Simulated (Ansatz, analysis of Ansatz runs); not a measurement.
# Interstitial H in bcc V, hop from a tetrahedral to the next tetrahedral site: migration barrier against experiment, part 2 of 2

How near does this set-up come to the measured migration barrier? Subject: interstitial H in bcc V, hop from a tetrahedral to the next tetrahedral site. Set-up: PBE, 32-site cell, PBE lattice, 420 eV, k: 4x4x4 Gamma-centred, smearing 0.3 eV. The model is a cell of 32 host atoms with 1 H put in. The barrier is the energy of the highest image of a climbing band over the relaxed site that the atom leaves. This set-up takes another sampling or smearing than the usual one for this cell.

Ansatz 0.2.0; PBE, 32-site cell, PBE lattice, 420 eV, k: 4x4x4 Gamma-centred, smearing 0.3 eV.

So far: The starting structure; Relaxation, charge 0.

## (3) Nudged elastic band

A band of images joins the two ends; its highest image climbs to the saddle, whose energy over the site left is the barrier.

This step: plane-wave PAW DFT, PBE; nudged elastic band between two relaxed defect structures at fixed charge.

Contents of neb/input.yaml:

```yaml
crystal:
  lattice:
    - [0.0, 5.99246225, 5.99246225]
    - [5.99246225, 0.0, 5.99246225]
    - [5.99246225, 5.99246225, 0.0]
  atoms:
    - { symbol: V, position: [-3.0977e-05, -0.000238144, 0.000238144] }
    - { symbol: V, position: [0.12468431, 0.123296563, 0.125999213] }
    - { symbol: V, position: [0.251019914, 0.24968431, 0.248296563] }
    - { symbol: V, position: [0.377461215, 0.372538785, 0.364811221] }
    - { symbol: V, position: [-0.001703437, 0.000999213, 0.501019914] }
    - { symbol: V, position: [0.124450825, 0.124040644, 0.626450344] }
    - { symbol: V, position: [0.247538785, 0.239811221, 0.760188779] }
    - { symbol: V, position: [0.375481903, 0.374518097, 0.877580475] }
    - { symbol: V, position: [-0.000959356, 0.501450344, 5.8187e-05] }
    - { symbol: V, position: [0.124544285, 0.625455715, 0.124811508] }
    - { symbol: V, position: [0.249518097, 0.752580475, 0.247419525] }
    - { symbol: V, position: [0.376450344, 0.875058187, 0.374450825] }
    - { symbol: V, position: [-0.002580475, 0.500481903, 0.499518097] }
    - { symbol: V, position: [0.114811221, 0.635188779, 0.627461215] }
    - { symbol: V, position: [0.248549656, 0.750959356, 0.750549175] }
    - { symbol: V, position: [0.373980086, 0.874000787, 0.876703437] }
    - { symbol: V, position: [0.500455715, -0.000188492, 0.000188492] }
    - { symbol: V, position: [0.625030977, 0.124969023, 0.124761856] }
    - { symbol: V, position: [0.750058187, 0.249450825, 0.249040644] }
    - { symbol: V, position: [0.875999213, 0.376019914, 0.37468431] }
    - { symbol: V, position: [0.500549175, -5.8187e-05, 0.498549656] }
    - { symbol: V, position: [0.627580475, 0.122419525, 0.625481903] }
    - { symbol: V, position: [0.750188492, 0.249544285, 0.750455715] }
    - { symbol: V, position: [0.874941813, 0.373549656, 0.875959356] }
    - { symbol: V, position: [0.50031569, 0.498980086, -0.000999213] }
    - { symbol: V, position: [0.625959356, 0.625549175, 0.124941813] }
    - { symbol: V, position: [0.750238144, 0.750030977, 0.249969023] }
    - { symbol: V, position: [0.874811508, 0.875188492, 0.374544285] }
    - { symbol: V, position: [0.510188779, 0.502461215, 0.497538785] }
    - { symbol: V, position: [0.626703437, 0.62531569, 0.623980086] }
    - { symbol: V, position: [0.749000787, 0.751703437, 0.75031569] }
    - { symbol: V, position: [0.874761856, 0.875238144, 0.875030977] }
    - { symbol: H, position: [0.3125, 0.4375, 0.5625] }
basis:
  ecutwfc: 420
  xc_grid: 2
hamiltonian:
  xc: pbe
kpoints:
  mp_grid: { grid: [4, 4, 4] }
scf:
  occupations: { method: methfessel_paxton, width: 0.3 }
  max_iter: 120
output:
  forces: true
neb:
  images: 3
  f_tol: 0.04
  climbing: true
  initial_path: idpp
  max_iterations: 45
  order_check: false
  final_atoms:
    - { symbol: V, position: [-0.000353031, -0.000125009, 0.000125009] }
    - { symbol: V, position: [0.126122617, 0.12335988, 0.125935711] }
[... 1 atom line left out ...]
    - { symbol: V, position: [0.385291447, 0.372602155, 0.364747679] }
[... 1 atom line left out ...]
    - { symbol: V, position: [0.124620655, 0.122482842, 0.625418471] }
    - { symbol: V, position: [0.252563769, 0.239874476, 0.760125524] }
    - { symbol: V, position: [0.375651632, 0.373613101, 0.875895906] }
[... 2 atom lines left out ...]
    - { symbol: V, position: [0.250584395, 0.752643956, 0.247356044] }
    - { symbol: V, position: [0.375558081, 0.875251807, 0.374481045] }
    - { symbol: V, position: [-0.010086397, 0.502524643, 0.497475357] }
    - { symbol: V, position: [0.122641281, 0.635252321, 0.627397845] }
    - { symbol: V, position: [0.249082433, 0.751766918, 0.750252284] }
[... 6 atom lines left out ...]
    - { symbol: V, position: [0.625160639, 0.124104094, 0.626386899] }
[... 6 atom lines left out ...]
    - { symbol: V, position: [0.502683082, 0.500545269, 0.499454731] }
[... 3 atom lines left out ...]
    - { symbol: H, position: [0.187602525, 0.437563399, 0.562436601] }
```

The run is started by

```console
$ ansatz run input.yaml --threads 4 --pin off --max-ram 14131MiB --backend cpu --events-out ev --progress --plain --runs-dir out
```

Numbers of over 12 decimals in the logs are rounded to 6 here.

What it wrote:

```text
[...]
Warning: neb: disabling space-group detection — the band's intermediate images generally break the endpoint symmetry, so no spatial operation reduces the k-mesh or symmetrises the density, except that a semilocal band can use its path's symmetry ahead of [...]
[...]
parallel-image band execution: 2 concurrent image workers
NEB image 0
Crystal: 33 atoms, lattice volume = 430.374 Å³
Basis set: ecut = 420 eV, 8393 PW (Γ), exchange–correlation on 120×120×120 points (8 copies of the dense FFT grid, shifted against one another)
Bands: 257, of which v1, the nominal top of the filled ones, is band 209 counted from 1 (208 counted from 0)
Symmetry: 1 space group operations
k-points: 36 of 64 (time reversal used)
[...]
SCF iter   1: F=—  HF=-93213.361054 eV  |F-HF|=—  |Δ(HF+E_count)|=         —  Δρ=5.90e-3  dr2=1.77e-1  ethr=1.77e-3  ⟨swp⟩=5.7  Hψ=30188  notcnv=0
[...]
SCF iter   7: F=-93213.364652 eV  HF=-93213.364652 eV  |F-HF|=1.88e-8  |Δ(HF+E_count)|=   8.52e-8  S|Δr|=    0.00e0  Δρ=2.39e-6  dr2=2.69e-8  ethr=2.40e-11  ⟨swp⟩=4.0  Hψ=27296  notcnv=0
SCF 1 converged in 7 iterations: F = -93213.364652 eV  dr2 = 2.69e-8
[...]
NSCF: frozen V_eff on 36 k-points
NEB image 4
SCF iter   1: F=—  HF=-93213.360894 eV  |F-HF|=—  |Δ(HF+E_count)|=         —  Δρ=5.90e-3  dr2=1.76e-1  ethr=1.77e-3  ⟨swp⟩=5.6  Hψ=30072  notcnv=0
[...]
SCF iter   7: F=-93213.364652 eV  HF=-93213.364652 eV  |F-HF|=1.99e-8  |Δ(HF+E_count)|=   8.66e-8  S|Δr|=    0.00e0  Δρ=2.45e-6  dr2=2.82e-8  ethr=2.40e-11  ⟨swp⟩=4.0  Hψ=27257  notcnv=0
SCF 2 converged in 7 iterations: F = -93213.364652 eV  dr2 = 2.82e-8
[...]
NEB end point (image 0): max|allowed force component| = 3.926e-3 eV/Å (the criterion of neb.relax_end_points is 1.000e-2)
NEB end point (image 4): max|allowed force component| = 3.943e-3 eV/Å (the criterion of neb.relax_end_points is 1.000e-2)
NEB image 1
SCF iter   1: F=—  HF=-93213.252248 eV  |F-HF|=—  |Δ(HF+E_count)|=         —  Δρ=6.46e-3  dr2=2.78e-1  ethr=1.77e-3  ⟨swp⟩=5.8  Hψ=31270  notcnv=0
[...]
SCF iter   7: F=-93213.252497 eV  HF=-93213.252497 eV  |F-HF|=3.11e-8  |Δ(HF+E_count)|=   6.48e-8  S|Δr|=    0.00e0  Δρ=2.71e-6  dr2=4.15e-8  ethr=2.40e-11  ⟨swp⟩=2.0  Hψ=28408  notcnv=0
SCF 3 converged in 7 iterations: F = -93213.252497 eV  dr2 = 4.15e-8
NEB image 2
SCF iter   1: F=—  HF=-93213.159980 eV  |F-HF|=—  |Δ(HF+E_count)|=         —  Δρ=6.74e-3  dr2=3.26e-1  ethr=1.77e-3  ⟨swp⟩=5.8  Hψ=30279  notcnv=0
[...]
SCF iter   7: F=-93213.157135 eV  HF=-93213.157135 eV  |F-HF|=3.09e-8  |Δ(HF+E_count)|=   6.20e-8  S|Δr|=    0.00e0  Δρ=2.80e-6  dr2=4.15e-8  ethr=2.40e-11  ⟨swp⟩=2.4  Hψ=28534  notcnv=0
SCF 4 converged in 7 iterations: F = -93213.157135 eV  dr2 = 4.15e-8
NEB image 3
SCF iter   1: F=—  HF=-93213.252239 eV  |F-HF|=—  |Δ(HF+E_count)|=         —  Δρ=6.47e-3  dr2=2.80e-1  ethr=1.77e-3  ⟨swp⟩=5.6  Hψ=30650  notcnv=0
[...]
SCF iter   7: F=-93213.252497 eV  HF=-93213.252497 eV  |F-HF|=2.53e-8  |Δ(HF+E_count)|=   6.78e-8  S|Δr|=    0.00e0  Δρ=2.61e-6  dr2=3.55e-8  ethr=2.40e-11  ⟨swp⟩=2.0  Hψ=28433  notcnv=0
SCF 5 converged in 7 iterations: F = -93213.252497 eV  dr2 = 3.55e-8
NEB iter   1: max|band force component| = 7.098e-1 eV/Å  barrier→ = 0.2075 eV  barrier← = 0.2075 eV  Δτ_max = 0.0523 Å  (35 SCF iters)
NEB image 1
[...]
iter 1 solved again at ethr=4.42e-5 eV; its pass at ethr=3.10e-3 eV (dr2=1.84e-1 eV) is discarded
[...]
SCF iter   7: F=-93213.309888 eV  HF=-93213.309888 eV  |F-HF|=4.05e-8  |Δ(HF+E_count)|=   3.26e-8  S|Δr|=    0.00e0  Δρ=2.26e-6  dr2=4.83e-8  ethr=2.40e-11  ⟨swp⟩=3.3  Hψ=24777  notcnv=0
SCF 6 converged in 7 iterations: F = -93213.309888 eV  dr2 = 4.83e-8
NEB image 2
[...]
SCF iter   7: F=-93213.242943 eV  HF=-93213.242943 eV  |F-HF|=6.35e-8  |Δ(HF+E_count)|=   5.99e-8  S|Δr|=    0.00e0  Δρ=2.88e-6  dr2=7.55e-8  ethr=2.40e-11  ⟨swp⟩=4.0  Hψ=27249  notcnv=0
SCF 7 converged in 7 iterations: F = -93213.242943 eV  dr2 = 7.55e-8
NEB image 3
[...]
SCF iter   7: F=-93213.309888 eV  HF=-93213.309888 eV  |F-HF|=4.06e-8  |Δ(HF+E_count)|=   3.26e-8  S|Δr|=    0.00e0  Δρ=2.26e-6  dr2=4.84e-8  ethr=2.40e-11  ⟨swp⟩=3.3  Hψ=24805  notcnv=0
SCF 8 converged in 7 iterations: F = -93213.309888 eV  dr2 = 4.84e-8
NEB iter   2: max|band force component| = 2.023e-1 eV/Å  barrier→ = 0.1217 eV  barrier← = 0.1217 eV  CI = image 2  Δτ_max = 0.0319 Å  (21 SCF iters)
NEB image 1
[...]
SCF iter   6: F=-93213.321700 eV  HF=-93213.321700 eV  |F-HF|=7.94e-8  |Δ(HF+E_count)|=   3.85e-8  S|Δr|=    0.00e0  Δρ=4.30e-6  dr2=9.24e-8  ethr=2.40e-11  ⟨swp⟩=4.1  Hψ=27190  notcnv=0
SCF 9 converged in 6 iterations: F = -93213.321700 eV  dr2 = 9.24e-8
NEB image 2
[...]
SCF iter   7: F=-93213.261541 eV  HF=-93213.261541 eV  |F-HF|=1.25e-8  |Δ(HF+E_count)|=   1.33e-8  S|Δr|=    0.00e0  Δρ=1.38e-6  dr2=1.58e-8  ethr=2.40e-11  ⟨swp⟩=3.1  Hψ=20825  notcnv=0
SCF 10 converged in 7 iterations: F = -93213.261541 eV  dr2 = 1.58e-8
NEB image 3
[...]
SCF iter   6: F=-93213.321700 eV  HF=-93213.321700 eV  |F-HF|=8.00e-8  |Δ(HF+E_count)|=   3.89e-8  S|Δr|=    0.00e0  Δρ=4.31e-6  dr2=9.30e-8  ethr=2.40e-11  ⟨swp⟩=4.1  Hψ=27316  notcnv=0
SCF 11 converged in 6 iterations: F = -93213.321700 eV  dr2 = 9.30e-8
NEB iter   3: max|band force component| = 8.020e-2 eV/Å  barrier→ = 0.1031 eV  barrier← = 0.1031 eV  CI = image 2  Δτ_max = 0.0150 Å  (19 SCF iters)
NEB image 1
[...]
SCF iter   6: F=-93213.323027 eV  HF=-93213.323027 eV  |F-HF|=3.19e-9  |Δ(HF+E_count)|=   5.15e-9  S|Δr|=    0.00e0  Δρ=9.62e-7  dr2=3.96e-9  ethr=2.40e-11  ⟨swp⟩=3.0  Hψ=19890  notcnv=0
SCF 12 converged in 6 iterations: F = -93213.323027 eV  dr2 = 3.96e-9
NEB image 2
[...]
SCF iter   6: F=-93213.264080 eV  HF=-93213.264080 eV  |F-HF|=1.13e-8  |Δ(HF+E_count)|=   9.21e-9  S|Δr|=    0.00e0  Δρ=1.69e-6  dr2=1.27e-8  ethr=2.40e-11  ⟨swp⟩=3.1  Hψ=23543  notcnv=0
SCF 13 converged in 6 iterations: F = -93213.264080 eV  dr2 = 1.27e-8
NEB image 3
[...]
SCF iter   6: F=-93213.323027 eV  HF=-93213.323027 eV  |F-HF|=3.14e-9  |Δ(HF+E_count)|=   5.12e-9  S|Δr|=    0.00e0  Δρ=9.60e-7  dr2=3.95e-9  ethr=2.40e-11  ⟨swp⟩=3.0  Hψ=19892  notcnv=0
SCF 14 converged in 6 iterations: F = -93213.323027 eV  dr2 = 3.95e-9
NEB image 1
[...]
NEB image 3
[...]
NEB image 2
[...]
NEB iter   4: max|band force component| = 2.314e-2 eV/Å  barrier→ = 0.1006 eV  barrier← = 0.1006 eV  CI = image 2  Δτ_max = 0.0000 Å  (18 SCF iters)
SCF converged after 6 iterations
[...]
Free energy (F): -93213.264080 eV
[...]
Internal energy: -93213.189610 eV  (E = F + TS)
E sigma→0 (E₀):  -93213.245463 eV
Entropy (-TS):   -0.074470 eV (-2.257 meV/atom)
Fermi energy:    16.613045 eV
Step filling:    the computed levels leave a gap of 0.0000 eV = 0.0 smearing widths at the electron count; against every level under it full and every level over it empty, smearing changes F+E_penalty+E_count by +13.654 meV and its σ→0 estimate by +32.271 meV
[...]
--- Forces (eV/Å), atoms counted from 1 ---
  atom   1  V      0.00066446    -0.00133705    -0.00270693
  atom   2  V     -0.00145468    -0.00398021     0.00397999
  [... 1 atom left out ...]
  atom   4  V     -0.01271710     0.00819734    -0.00819725
  [... 2 atoms left out ...]
  atom   7  V      0.00154296     0.00029595    -0.00029614
  atom   8  V     -0.00213867    -0.01062157    -0.00437377
  [... 2 atoms left out ...]
  atom  11  V      0.00082656     0.00257646    -0.00257623
  [... 1 atom left out ...]
  atom  13  V      0.00034897     0.00626286     0.00330102
  atom  14  V     -0.00275964     0.01195184    -0.01195151
  [... 7 atoms left out ...]
  atom  22  V      0.00241160    -0.01046698    -0.00437091
  [... 3 atoms left out ...]
  atom  26  V     -0.00005132     0.00472476    -0.00052329
  [... 2 atoms left out ...]
  atom  29  V      0.00034912    -0.00330133    -0.00626268
  [... 3 atoms left out ...]
  atom  33  H      0.01751330    -0.02313572     0.02313553
  max |Σ_I F_I| component: 4.43e-6 eV/Å
--- Band table (eV; the first three rows and the last of 36) ---
[...]
[... further k-points left out ...]
this run last wrote the band of iteration 4 to <dir>
--- NEB band (5 images, 4 band iterations, 93 SCF iterations) ---
  forward barrier  = 0.100572 eV
  backward barrier = 0.100572 eV
  lagrangian_above_aufbau_ev (what the smearing adds, to first order; not taken off the barriers): saddle image +0.013654 eV, end points +0.015018 and +0.015019 eV
  climbing image's point = of an order that was not read
  energies are F+E_penalty+E_count in eV, relative to image 0
  image     s (Å)  Δ vs image 0  max|band force component| (eV/Å)
      0    0.0000      0.000000                                 —
      1    0.3023      0.041625                          1.335e-2
  *   2    0.6046      0.100572                          2.314e-2
      3    0.9069      0.041625                          1.335e-2
      4    1.2092      0.000000                                 —
  climbing-image geometry (image 2):
  cell:  # Å, volume = 430.3739 Å³
    - [0.0, 5.99246225, 5.99246225]
    - [5.99246225, 0.0, 5.99246225]
    - [5.99246225, 5.99246225, 0.0]
  atoms:
    - { symbol: V, position: [0.002641, -0.000485, 0.000484] }
    - { symbol: V, position: [0.124876, 0.124223, 0.126127] }
    - { symbol: V, position: [0.252901, 0.247427, 0.247467] }
    - { symbol: V, position: [0.388981, 0.365846, 0.356294] }
    - { symbol: V, position: [-0.003126, 0.004369, 0.501987] }
    - { symbol: V, position: [0.125787, 0.124221, 0.625336] }
    - { symbol: V, position: [0.250067, 0.242842, 0.757127] }
    - { symbol: V, position: [0.374308, 0.374666, 0.875783] }
    - { symbol: V, position: [-0.003222, 0.502361, 0.004186] }
    - { symbol: V, position: [0.124730, 0.624374, 0.127193] }
    - { symbol: V, position: [0.250056, 0.752889, 0.247102] }
    - { symbol: V, position: [0.375364, 0.872806, 0.375639] }
    - { symbol: V, position: [0.001494, 0.498697, 0.501303] }
    - { symbol: V, position: [0.111124, 0.643730, 0.634125] }
    - { symbol: V, position: [0.247182, 0.752558, 0.752584] }
    - { symbol: V, position: [0.375219, 0.873883, 0.875781] }
    - { symbol: V, position: [0.497463, -0.000485, 0.000484] }
    - { symbol: V, position: [0.628533, 0.120427, 0.122609] }
    - { symbol: V, position: [0.752309, 0.247427, 0.247467] }
    - { symbol: V, position: [0.873363, 0.375692, 0.377686] }
    - { symbol: V, position: [0.503310, -0.004183, 0.497667] }
    - { symbol: V, position: [0.624758, 0.124221, 0.625336] }
    - { symbol: V, position: [0.750052, 0.250269, 0.749730] }
    - { symbol: V, position: [0.875346, 0.374666, 0.875783] }
    - { symbol: V, position: [0.503209, 0.498015, -0.004331] }
    - { symbol: V, position: [0.623805, 0.624374, 0.127193] }
    - { symbol: V, position: [0.750051, 0.745887, 0.254113] }
    - { symbol: V, position: [0.876294, 0.872806, 0.375639] }
    - { symbol: V, position: [0.498608, 0.498697, 0.501303] }
    - { symbol: V, position: [0.626724, 0.622328, 0.624326] }
    - { symbol: V, position: [0.747779, 0.752558, 0.752584] }
    - { symbol: V, position: [0.871556, 0.877414, 0.879576] }
    - { symbol: H, position: [0.250151, 0.454028, 0.545773] }
```

The job ended after 40 min (4 threads of Arm Neoverse V2, shared host; peak memory 9.9 GiB; 2.1 h of CPU time).

Reading the cycles: dr2 is the Hartree energy of the density residual (eV), the measure of convergence; HF is the Harris–Foulkes estimate of the energy, which meets the free energy F at convergence.

The path, image by image:

| image | path (Å) | energy (eV) | H33: x, y, z (Å) |
| --- | --- | --- | --- |
| 0 | 0.000 | 0.0000 | 5.992, 5.243, 4.494 |
| 1 | 0.302 | 0.0416 | 5.992, 4.998, 4.408 |
| 2 | 0.605 | 0.1006 | 5.991, 4.770, 4.220 |
| 3 | 0.907 | 0.0416 | 5.992, 4.581, 3.991 |
| 4 | 1.209 | 0.0000 | 5.992, 4.495, 3.746 |

Read from the output:

```yaml
free_energy: -93213.2641 eV
smearing_term_ts: 0.07447 eV
barrier_forward: 0.1006 eV
barrier_backward: 0.1006 eV
```

## (4) Outcome

| Quantity | Value |
| --- | --- |
| migration barrier (saddle less minimum) | 0.10 eV |
| energy difference of the two ends | 0.00 eV |
| length of the hop | 1.06 Å |
| time of the whole chain | 45 min on 4 threads |

Migration barrier: computed 0.10 eV, measured 0.046 eV; 0.05 eV above the measurement. The measured number is an Arrhenius activation energy of long-range diffusion; for H it holds zero-point energy and, in bcc metals near room temperature, tunnelling. One hop between neighbouring sites is computed at the host's lattice. Limits: the periodic copies of the defect are only 8.5 Å apart.

[Logs are printed without paths, hosts, clocks, repeated set-up lines and the standing remarks that a program may print on its own settings, such as how far it seeks lower states.]

[Hosts, paths, dates, database ids (printed as entryN), source tags and the programs' standing remarks are cut or masked in the printed files.]

[For some hosts the program warned that the k-mesh of the response run may be too coarse for force constants and the static dielectric constant; such warnings are not shown here.]
